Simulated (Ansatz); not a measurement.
# Arsenene bilayer (AB) in a perpendicular field

Aim: how the arsenene bilayer (AB) screens a field along its normal, and what the field does to its bands. A positive field points along +c.

Calculated with Ansatz 0.2.0; plane-wave DFT, PBE-D3(BJ), Ansatz PAW (set soft_1); PAW set soft_1, in the first sound run; inputs show where later runs differ.

Most raw output is cut from this account.

**1. The starting structure**

The cell holds 4 atoms: 4 As. Cell: a = 3.610 Å, b = 3.610 Å, c = 42.600 Å, α = 90.0°, β = 90.0°, γ = 120.0°. Regions: layer 1: arsenene, 2 atoms (2 As); layer 2: arsenene, 2 atoms (2 As). Vacuum lies along c.

**2. Relaxing the slab**

The starting cell is a guess, so the in-plane lattice and the atoms are relaxed first, with the slab cut off from its images along the normal.

Input file input.yaml:

```yaml
crystal:
  lattice:
    - [3.61, 0.0, 0.0]
    - [-1.805, 3.1263517077, 0.0]
    - [0.0, 0.0, 42.6000000002]
  atoms:
    - { symbol: As, position: [0.6666666667, 0.3333333333, 0.4319248826] }
    - { symbol: As, position: [0.3333333333, 0.6666666667, 0.4647887324] }
    - { symbol: As, position: [0.0, 0.0, 0.5352112676] }
    - { symbol: As, position: [0.6666666667, 0.3333333333, 0.5680751174] }
  periodic: [true, true, false]
kpoints:
  mp_grid: { grid: [12, 12, 1] }
hamiltonian:
  xc: pbe
  dispersion: d3bj
  pseudopotentials: { kind: paw, azcp: { folder: soft_1 } }
scf:
  occupations: { method: fermi_dirac, width: 0.05 }
  convergence: { dr2_threshold: 1.0e-09 }
relax:
  f_tol: 0.004
  max_steps: 90
  cell: {}
output:
  write_potential: true
  write_density: true
  volumetric_format: npy
```

Launch:

```sh
> ansatz run input.yaml --threads 4 --pin off --max-ram 6144MiB --backend cpu --events-out ev --progress --plain --runs-dir out
```

Run time: 50 s. Hardware: 4 threads of Arm Neoverse V1, shared host; peak memory 0.99 GiB; 3.2 min of CPU time.

Step by step:

```tsv
step	energy less that of the first step (eV)	largest force component (eV/Å)	volume (Å³)
1	0.0000	0.2420	480.79
2	-0.0238	0.1259	480.06
3	-0.0424	0.0262	483.68
4	-0.0398	0.1701	492.15
5	-0.0556	0.0280	497.23
6	-0.0561	0.0072	496.89
7	-0.0562	0.0018	496.94
8*	-0.0568	0.0020	496.94
```

Relaxation steps marked * repeat the geometry before them on a plane-wave basis chosen anew for their cell, so energy and pressure can jump there. Relaxation step 4 was tried and not accepted.

Forces are held to the 12 operations that the run works with; a distortion that breaks them can't arise in this run.

```tsv
cell as run	before	after	change
a (Å)	3.610	3.670	+1.7 %
b (Å)	3.610	3.670	+1.7 %
```

The atoms that moved most (Å, along periodic axes as changes of fractional coordinates times the final cell, across vacuum about the mean position):

```tsv
atom	dx	dy	dz	length
As4	0.000	0.000	-0.439	0.439
As1	0.000	0.000	0.439	0.439
As2	0.000	0.000	0.385	0.385
As3	0.000	0.000	-0.385	0.385
```

The relaxed structure:

```xyz
4
Lattice="3.6702 0.0000 0.0000 -1.8351 3.1784 0.0000 0.0000 0.0000 42.6000" Properties=species:S:1:pos:R:3
As    1.8351    1.0595   18.8391
As    0.0000    2.1190   20.1849
As    0.0000    0.0000   22.4151
As    1.8351    1.0595   23.7609
```

This step gave:

```yaml
energy_at_zero_smearing: -19425.6827 eV
```

The lattice constant a goes from 3.610 to 3.670 Å.

**3. Single point, field 0**

A sawtooth potential applies the field, turning back in the middle of the vacuum. With the dipole correction the typed value is the field outside the slab. The induced dipole is small, so the SCF threshold is tight.

The cell differs from the one that the last finished run ended in (c 42.600 → 22.922 Å).

Input file input.yaml:

```yaml
crystal:
  lattice:
    - [3.6701503881, 0.0, 0.0]
    - [-1.835075194, 3.1784434718, 0.0]
    - [0.0, 0.0, 22.9217198462]
  atoms:
    - { symbol: As, position: [0.6666666667, 0.3333333333, 0.3926406945] }
    - { symbol: As, position: [0.3333333333, 0.6666666667, 0.4513507951] }
    - { symbol: As, position: [0.0, 0.0, 0.5486492049] }
    - { symbol: As, position: [0.6666666667, 0.3333333333, 0.6073593055] }
kpoints:
  mp_grid: { grid: [18, 18, 1] }
  band_path:
    path: [[0, 0, 0], [0.5, 0, 0], [0.33333333, 0.33333333, 0], [0, 0, 0]]
    npoints: 16
hamiltonian:
  xc: pbe
  dispersion: d3bj
  pseudopotentials: { kind: paw, azcp: { folder: soft_1 } }
scf:
  occupations: { method: fermi_dirac, width: 0.05 }
  convergence: { dr2_threshold: 1.0e-10 }
efield:
  axis: 3
  dipole_correction: true
  ramp_position: 0.97
  ramp_width: 0.06
  amplitude: 0
output:
  dos: { projected: true, e_range: [-6, 5] }
  bader: true
  write_potential: true
  write_density: true
  volumetric_format: npy
  elf: true
```

The job ended after 27 s (4 threads; peak memory 0.74 GiB).

This step gave:

```yaml
energy_at_zero_smearing: -19425.6859 eV
dipole_along_the_normal: -1.35e-6 e·Å
gap_along_the_path: 0.1101 eV
smallest_direct_gap_along_the_path: 0.5988 eV
ionisation_energy_upper_face: 4.193 eV
electron_affinity_upper_face: 4.083 eV
gap_the_smaller_of_path_and_mesh: 0.1098 eV
```

Running mean over a fixed 2.7 Å (it still follows the layers) of the planar mean; the ramp of the sawtooth is left out. Electron's electrostatic potential energy less the Fermi level against z:

```tsv
z (Å)	electron's electrostatic potential energy less the Fermi level (eV)
3.5	4.14
4.0	4.14
4.5	4.14
5.0	4.14
5.5	4.12
6.0	4.08
6.5	3.90
7.0	3.21
7.5	1.99
8.0	0.662
8.5	-1.25
9.0	-2.63
9.5	-3.49
10.0	-3.41
10.5	-2.98
11.0	-2.53
11.5	-2.02
12.0	-2.65
12.5	-3.02
13.0	-3.49
13.5	-3.39
14.0	-2.46
14.5	-0.955
15.0	0.905
15.5	2.18
16.0	3.37
16.5	3.95
17.0	4.09
17.5	4.13
18.0	4.14
18.5	4.14
19.0	4.14
19.5	4.14
```

The density of states has structure finer than the step of the table below, so its rows give means over 0.2 eV, whole bins alone (the curve runs from -6 to 2.05 eV). Peaks (eV: height): -5.72: 7.45, -3.44: 6.15, -2.94: 6.02, -2.64: 5.91, -1.92: 5.19, 1.50: 5.36, 1.64: 6.44.

Density of states against energy, zero at the Fermi level of the run, which the smearing sets inside the gap; means over each step:

energy (eV), density of states (states/eV a cell) and a bar:
```
     -5.8       3.47 ####################
     -5.6       2.85 ################
     -5.4       1.43 ########
     -5.2       0.99 #####
     -5.0       0.90 #####
     -4.8       0.86 ####
     -4.6       1.48 ########
     -4.4       2.31 #############
     -4.2       2.81 ################
     -4.0       2.87 ################
     -3.8       3.56 ####################
     -3.6       3.51 ####################
     -3.4       4.05 #######################
     -3.2       1.98 ###########
     -3.0       3.72 #####################
     -2.8       3.48 ####################
     -2.6       2.58 ###############
     -2.4       2.21 ############
     -2.2       2.12 ############
     -2.0       3.26 ###################
     -1.8       2.66 ###############
     -1.6       1.70 #########
     -1.4       1.41 ########
     -1.2       0.88 ####
     -1.0       0.55 ###
     -0.8       0.47 ##
     -0.6       0.38 #
     -0.4       0.36 #
     -0.2       0.63 ###
      0.0       0.13 
      0.2       0.85 ####
      0.4       1.06 ######
      0.6       1.13 ######
      0.8       2.78 ################
      1.0       3.66 #####################
      1.2       1.89 ##########
      1.4       3.31 ###################
      1.6       5.19 ##############################
      1.8       3.69 #####################
```

Projected DOS per atom over height of the atomic layer and energy from the Fermi level. Layers: As As As As from below.

Ten even steps from '0' (0.08 states/eV) to '9' (1.09 states/eV), each cell a mean:
```
8558
9999
5445
6556
2112
0000
0000
0000
0000
3113
7447
5445
5445
9669
5555
8778
7667
5555
1221
0220
2442
4774
```
Columns: height of the atomic layer (Å) from 9 to 13.9 (not evenly spaced); rows upwards: energy from the Fermi level (eV) from -5.96 to 2.05.

The electronic bands at the labelled points (eV, zero at the Fermi level of the run, which the smearing sets inside the gap):

```tsv
point	band 27	band 28	band 29	band 30	band 31	band 32	band 33	band 34
Γ	-1.71	-1.52	-1.52	-0.46	0.14	1.42	1.42	2.04
halfway	-3.00	-2.37	-2.20	-1.33	0.48	1.77	2.21	2.49
M	-3.73	-3.41	-3.03	-1.90	0.26	1.07	1.68	2.16
halfway	-4.18	-4.05	-2.81	-2.01	0.73	1.83	1.87	2.96
K	-3.96	-3.35	-3.35	-2.64	1.21	1.21	2.25	4.03
halfway	-3.67	-3.52	-1.99	-1.03	0.88	1.90	2.35	2.54
Γ	-1.71	-1.52	-1.52	-0.46	0.14	1.42	1.42	2.04
```

Electrostatic potential energy in the ca plane at fractional y = 0.333, with atoms of As within 0.2 Å of it. With pseudopotentials it is smooth inside the atoms' cores, unlike the true potential.

Ten even steps from '0' (-15 eV) to '9' (5 eV), each cell a mean:
```
99999999999999862125778888876311479999999999
99999999999999611301688999873022048999999999
99999999999998408960489999871399317999999999
99999999999998409970489999870399417999999999
99999999999999602411689999873034048999999999
99999999999999851015778888876300379999999999
99999999999999987666667887666666789999999999
99999999999999998876446787545788999999999999
99999999999999998876446787435788999999999999
99999999999999987776667887666777899999999999
```
Columns run along c (16.0 Å, from fractional 0.13 to 0.83 of the cell; values clipped at the 3rd and 97th percentile), rows up along a (3.7 Å). Atoms in or near the plane, at fractional coordinates: As at (0.39, 0.67), As at (0.61, 0.67).

ELF in the ca plane at fractional y = 0.333, with atoms of As within 0.2 Å of it. It is the smooth field of the valence electrons, not physical close to the nuclei.

Ten even steps from '0' (0.00) to '9' (0.88), each cell a mean:
```
00000000000257887666642112356767787631000000
00000000002579986456531001246645899863100000
00000000013689983125531000245312699974200000
00000000013689983125531000245312699974200000
00000000002589986456531001246545799863100000
00000000001357887666542112356667888641000000
00000000000013455566654223556655553210000000
00000000000000012245565335655432110000000000
00000000000000011245565335655431100000000000
00000000000012345556654324556655443100000000
```
Columns run along c (16.0 Å, from fractional 0.13 to 0.83 of the cell), rows up along a (3.7 Å). Atoms in or near the plane, at fractional coordinates: As at (0.39, 0.67), As at (0.61, 0.67).

Valence density in the ca plane at fractional y = 0.333, with atoms of As within 0.2 Å of it. It is the smooth field of the valence electrons, not physical close to the nuclei.

Ten steps, logarithmic in the rise over the least value, from '0' (0 e/Å³) to '9' (29 e/Å³), each cell a mean:
```
00000000000000011221110000011222110000000000
00000000000000124542100000011355310000000000
00000000000000138973100000012599521000000000
00000000000000138973100000012699521000000000
00000000000000125642100000011366310000000000
00000000000000012221110000011222110000000000
00000000000000001111111000111111000000000000
00000000000000000011111111111100000000000000
00000000000000000011111111111100000000000000
00000000000000000111111001111111000000000000
```
Columns run along c (16.0 Å, from fractional 0.13 to 0.83 of the cell), rows up along a (3.7 Å). Atoms in or near the plane, at fractional coordinates: As at (0.39, 0.67), As at (0.61, 0.67).

The gap is 0.11 eV, with the valence edge 4.19 eV and the conduction edge 4.08 eV under the upper vacuum level.

**4. Single point, field 0.1 V/Å**

input.yaml, as its differences from that of step 3:

```diff
@@ -25,8 +25,6 @@
   dipole_correction: true
-  ramp_position: 0.97
-  ramp_width: 0.06
-  amplitude: 0
+  ramp_position: 0.9516
+  ramp_width: 0.0969
+  amplitude: 0.1
 output:
-  dos: { projected: true, e_range: [-6, 5] }
-  bader: true
   write_potential: true
@@ -34,2 +32 @@
   volumetric_format: npy
-  elf: true
```

It took 17 s on 4 threads; peak memory 0.71 GiB.

The dipole is 0.0480 e·Å, and the gap 0.110 eV.

**5. Single point, field -0.1 V/Å**

input.yaml, as its differences from that of step 4:

```diff
@@ -27,3 +27,3 @@
   ramp_width: 0.0969
-  amplitude: 0.1
+  amplitude: -0.1
 output:
```

It took 17 s on 4 threads; peak memory 0.7 GiB.

The dipole is -0.0480 e·Å, and the gap 0.110 eV.

**6. Atoms held, field 0.2 V/Å**

input.yaml, as its differences from that of step 5:

```diff
@@ -27,3 +27,3 @@
   ramp_width: 0.0969
-  amplitude: -0.1
+  amplitude: 0.2
 output:
```

Wall time 17 s (4 threads); peak memory 0.7 GiB; 68 s of CPU time.

The dipole is 0.0960 e·Å, and the gap 0.110 eV.

**7. Single point, field -0.2 V/Å**

input.yaml, as its differences from that of step 6:

```diff
@@ -27,3 +27,3 @@
   ramp_width: 0.0969
-  amplitude: 0.2
+  amplitude: -0.2
 output:
```

Elapsed: 17 s, on 4 threads; peak memory 0.7 GiB.

The dipole is -0.0960 e·Å, and the gap 0.110 eV.

**8. Atoms held, field 0.35 V/Å**

input.yaml, as its differences from that of step 7:

```diff
@@ -25,6 +25,8 @@
   dipole_correction: true
-  ramp_position: 0.9516
-  ramp_width: 0.0969
-  amplitude: -0.2
+  ramp_position: 0.926
+  ramp_width: 0.148
+  amplitude: 0.35
 output:
+  dos: { projected: true, e_range: [-6, 5] }
+  bader: true
   write_potential: true
@@ -32 +34,2 @@
   volumetric_format: npy
+  elf: true
```

Run time: 27 s. Hardware: 4 threads; peak memory 0.71 GiB.

The dipole is 0.168 e·Å, and the gap 0.111 eV.

**9. Response, atoms held**

This step: plane-wave DFT, PBE-D3(BJ), Ansatz PAW (set soft_1); response to a field along the normal, atoms held; PAW set soft_1 (Ansatz 0.2.0).

The dipoles give the slope, and the difference of two potentials shows where the field is screened.

This step gave:

```yaml
equivalent_conductor_thickness_p_eps_0ae: 7.439 Å
distance_between_the_outer_atoms: 4.922 Å
```

Table of dipole of the cell by applied field:

```tsv
applied field (V/Å)	dipole of the cell (e·Å)
-0.200	-0.0960
-0.100	-0.0480
0.000	-1.4e-6
0.100	0.0480
0.200	0.0960
0.350	0.168
```

Local field over the applied field, running mean. From the potentials at -0.1 and 0.1 V/Å; running mean over 2.5 Å. Table of local field over applied field by z:

```tsv
z (Å)	local field over applied field
4.5	0.996
5.0	0.990
5.5	0.976
6.0	0.943
6.5	0.872
7.0	0.747
7.5	0.583
8.0	0.409
8.5	0.243
9.0	0.109
9.5	0.0382
10.0	0.0179
10.5	0.0184
11.0	0.0276
11.5	0.0340
12.0	0.0258
12.5	0.0176
13.0	0.0192
13.5	0.0449
14.0	0.126
14.5	0.267
15.0	0.436
15.5	0.610
16.0	0.770
16.5	0.886
17.0	0.950
17.5	0.979
18.0	0.992
18.5	0.997
```

Electrons, planar mean, per unit field. Table of induced electron density by z:

```tsv
z (Å)	induced electron density (e/Å³ per V/Å)
4.5	1.7e-5
5.0	4.5e-5
5.5	1.2e-4
6.0	2.9e-4
6.5	6.7e-4
7.0	0.00148
7.5	0.00275
8.0	0.00326
8.5	0.00139
9.0	7.0e-4
9.5	7.1e-4
10.0	-1.9e-4
10.5	-6.1e-4
11.0	-2.4e-4
11.5	3.0e-5
12.0	2.7e-4
12.5	6.4e-4
13.0	1.6e-5
13.5	-6.9e-4
14.0	-7.9e-4
14.5	-0.00169
15.0	-0.00332
15.5	-0.00255
16.0	-0.00132
16.5	-5.9e-4
17.0	-2.5e-4
17.5	-1.0e-4
18.0	-3.9e-5
18.5	-1.5e-5
```

The smaller of the gaps on the path and on the k-mesh, counted as 0 under 0.03 eV. Table of gap by applied field:

```tsv
applied field (V/Å)	gap (eV)
-0.200	0.110
-0.100	0.110
0.000	0.110
0.100	0.110
0.200	0.110
0.350	0.111
```

By hand: between -0.1 and 0.1 V/Å the dipole changes by 0.09592 e·Å, a slope of 0.4796 e·Å²/V. A perfect conductor of thickness t has p = ε₀AEt, so t = 180.95 × 0.4796 / 11.665 = 7.44 Å (e/ε₀ = 180.95 V·Å, A in Å²).

The induced dipole is that of a conductor 7.44 Å thick.

**10. Varying the input**

This step: plane-wave DFT, PBE-D3(BJ), Ansatz PAW (set soft_1), but for the change named below (Ansatz 0.2.0).

A run with a changed input: it repeats the earlier run at 0.1 V/Å with hamiltonian.xc from pbe to pbesol and crystal.symmetry to detect: false.

input.yaml, the sections that differ from step 8:

```yaml
crystal:
  lattice:
    - [3.6701503881, 0.0, 0.0]
    - [-1.835075194, 3.1784434718, 0.0]
    - [0.0, 0.0, 22.9217198462]
  atoms:
    - { symbol: As, position: [0.6666666667, 0.3333333333, 0.3926406945] }
    - { symbol: As, position: [0.3333333333, 0.6666666667, 0.4513507951] }
    - { symbol: As, position: [0.0, 0.0, 0.5486492049] }
    - { symbol: As, position: [0.6666666667, 0.3333333333, 0.6073593055] }
  symmetry: { detect: false }
hamiltonian:
  xc: pbesol
  dispersion: d3bj
  pseudopotentials: { kind: paw, azcp: { folder: soft_1 }, xc_functional: pbe }
efield:
  axis: 3
  dipole_correction: true
  ramp_position: 0.9516
  ramp_width: 0.0969
  amplitude: 0.1
output:
  write_potential: true
  write_density: true
  volumetric_format: npy
# kpoints, scf: as in step 8
```

Elapsed: 59 s, on 4 threads; peak memory 1.7 GiB; 3.9 min of CPU time.

This step gave:

```
energy at zero smearing            : -19252.8053 eV
dipole along the normal            : 0.04788 e·Å
gap along the path                 : 0.05441 eV
smallest direct gap along the path : 0.5598 eV
gap, the smaller of path and mesh  : 0.05441 eV
```

The electronic bands at the labelled points (eV, zero at the Fermi level of the run, which the smearing sets inside the gap):

```tsv
point	band 27	band 28	band 29	band 30	band 31	band 32	band 33	band 34
Γ	-1.67	-1.49	-1.49	-0.44	0.12	1.44	1.44	2.04
halfway	-2.98	-2.34	-2.18	-1.31	0.46	1.78	2.22	2.47
M	-3.71	-3.40	-3.00	-1.89	0.24	1.07	1.65	2.17
halfway	-4.18	-4.04	-2.79	-1.98	0.71	1.83	1.87	2.96
K	-3.95	-3.34	-3.33	-2.61	1.19	1.20	2.26	4.04
halfway	-3.66	-3.51	-1.96	-1.00	0.88	1.90	2.35	2.55
Γ	-1.67	-1.49	-1.49	-0.44	0.12	1.44	1.44	2.04
```

```tsv
quantity	this run	earlier run	difference
dipole along the normal (e·Å)	0.04788	0.04796	-7.8e-5
gap along the path (eV)	0.05441	0.1102	-0.056
smallest direct gap along the path (eV)	0.5598	0.5994	-0.040
```

What moves beyond 0.01 in its unit (for the dipole 0.5 % and 5e-5 e·Å): gap along the path (-0.0558 eV) and smallest direct gap along the path (-0.0396 eV).

**11. Results**

| Quantity | Value |
| --- | --- |
| gap without field | 0.110 eV |
| ionisation energy, upper face | 4.19 eV |
| electron affinity, upper face | 4.08 eV |
| equivalent conductor thickness, atoms held | 7.44 Å |

In words: The induced dipole equals that of a perfect conductor 7.44 Å thick, while the outer atoms lie 4.92 Å apart; an out-of-plane ε follows only once a thickness t is chosen, by 1 − 1/ε = 7.44 Å / t. The gap stays within 0.01 eV of 0.11 eV over the fields run, up to 0.35 V/Å in size. Semilocal functionals give gaps that are too small, and excitons are not included. Spin-orbit coupling is left out. After relaxation neighbouring layers come as close as 2.2 Å along the normal, so they are bonded in part and no longer a van der Waals stack.

[Logs are printed without paths, hosts, clocks, repeated set-up lines and the standing remarks that a program may print on its own settings, such as how far it seeks lower states.]

[Hosts, paths, dates, database ids (printed as entryN), source tags and the programs' standing remarks are cut or masked in the printed files.]

[Maps of the electrostatic potential energy from Ansatz leave out the sawtooth potential of an applied field or a dipole correction, so their vacuum need not be flat; planar profiles and work functions include it.]

[The density of states shown here was stored with 400 of the rows of the run's finer table, so its peaks can read low, often by over a quarter, or be missed, and its means over a window can be off by a tenth or more.]
